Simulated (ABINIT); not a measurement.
An input for ABINIT 10.8.3 (BaTiO3 (P4mm)):

```
acell 3*1.0 Angstrom
rprim 
  3.990480000000 0.000000000000 0.000000000000
  0.000000000000 3.990480000000 0.000000000000
  0.000000000000 0.000000000000 4.023030000000
ntypat 3
znucl 56 22 8
natom 5
typat 1 2 3 3 3
xred 
  0.000000000000 0.000000000000 0.000000000000
  0.500000000000 0.500000000000 0.522000000000
  0.500000000000 0.500000000000 0.979000000000
  0.500000000000 0.000000000000 0.488000000000
  0.000000000000 0.500000000000 0.488000000000
pp_dirpath "pseudos"
pseudos "Ba.upf, Ti.upf, O.upf"
ecut 38
iscf -2
irdden 1
kptopt 0
nkpt 75
kpt 
  0.00000000 0.00000000 0.00000000
  0.00000000 0.06250000 0.00000000
  0.00000000 0.12500000 0.00000000
  0.00000000 0.18750000 0.00000000
  0.00000000 0.25000000 0.00000000
  0.00000000 0.31250000 0.00000000
  0.00000000 0.37500000 0.00000000
  0.00000000 0.43750000 0.00000000
  0.00000000 0.50000000 0.00000000
  0.06250000 0.50000000 0.00000000
  0.12500000 0.50000000 0.00000000
  0.18750000 0.50000000 0.00000000
  0.25000000 0.50000000 0.00000000
  0.31250000 0.50000000 0.00000000
  0.37500000 0.50000000 0.00000000
  0.43750000 0.50000000 0.00000000
  0.50000000 0.50000000 0.00000000
  0.43750000 0.43750000 0.00000000
  0.37500000 0.37500000 0.00000000
  0.31250000 0.31250000 0.00000000
  0.25000000 0.25000000 0.00000000
  0.18750000 0.18750000 0.00000000
  0.12500000 0.12500000 0.00000000
  0.06250000 0.06250000 0.00000000
  0.00000000 0.00000000 0.00000000
  0.00000000 0.00000000 0.06250000
  0.00000000 0.00000000 0.12500000
  0.00000000 0.00000000 0.18750000
  0.00000000 0.00000000 0.25000000
  0.00000000 0.00000000 0.31250000
  0.00000000 0.00000000 0.37500000
  0.00000000 0.00000000 0.43750000
  0.00000000 0.00000000 0.50000000
  0.00000000 0.06250000 0.50000000
  0.00000000 0.12500000 0.50000000
  0.00000000 0.18750000 0.50000000
  0.00000000 0.25000000 0.50000000
  0.00000000 0.31250000 0.50000000
  0.00000000 0.37500000 0.50000000
  0.00000000 0.43750000 0.50000000
  0.00000000 0.50000000 0.50000000
  0.06250000 0.50000000 0.50000000
  0.12500000 0.50000000 0.50000000
  0.18750000 0.50000000 0.50000000
  0.25000000 0.50000000 0.50000000
  0.31250000 0.50000000 0.50000000
  0.37500000 0.50000000 0.50000000
  0.43750000 0.50000000 0.50000000
  0.50000000 0.50000000 0.50000000
  0.43750000 0.43750000 0.50000000
  0.37500000 0.37500000 0.50000000
  0.31250000 0.31250000 0.50000000
  0.25000000 0.25000000 0.50000000
  0.18750000 0.18750000 0.50000000
  0.12500000 0.12500000 0.50000000
  0.06250000 0.06250000 0.50000000
  0.00000000 0.00000000 0.50000000
  0.00000000 0.50000000 0.00000000
  0.00000000 0.50000000 0.06250000
  0.00000000 0.50000000 0.12500000
  0.00000000 0.50000000 0.18750000
  0.00000000 0.50000000 0.25000000
  0.00000000 0.50000000 0.31250000
  0.00000000 0.50000000 0.37500000
  0.00000000 0.50000000 0.43750000
  0.00000000 0.50000000 0.50000000
  0.50000000 0.50000000 0.00000000
  0.50000000 0.50000000 0.06250000
  0.50000000 0.50000000 0.12500000
  0.50000000 0.50000000 0.18750000
  0.50000000 0.50000000 0.25000000
  0.50000000 0.50000000 0.31250000
  0.50000000 0.50000000 0.37500000
  0.50000000 0.50000000 0.43750000
  0.50000000 0.50000000 0.50000000
istwfk *1
nband 31
nbdbuf 6
tolwfr 1e-07
nstep 50
prtwf 0
prtvol 0
indata_prefix "in"
outdata_prefix "out"
tmpdata_prefix "tmp"
```

```sh
OMP_NUM_THREADS=1 mpirun -n 8 abinit run.abi > log
```

**Question.** Estimate wall time and host memory on 8 MPI ranks of Arm Neoverse V2, shared host.

It took 28 s; on shared hardware allow 14 s to 55 s. Peak host memory was 0.68 GiB.

[Paths, hosts, dates, memory and timing lines, banners, echoed tables and standing remarks are left out of the program output.]

[Logs are printed without paths, hosts, clocks, repeated set-up lines and the standing remarks that a program may print on its own settings, such as how far it seeks lower states.]

[Runs of the session that timed out or met a known fault of the program may be left out.]

[Hosts, paths, dates, database ids (printed as entryN), source tags and the programs' standing remarks are cut or masked in the printed files.]

[G0W0 gaps are taken among the corrected bands and points alone; a level outside them can change the order at an edge.]

[Where Ansatz stands beside ABINIT at settings called matched, ABINIT's density can come from a denser mesh and the files from another edition; pairs whose starting gaps differed by over 0.03 eV were left out, so agreement reads better than it is.]
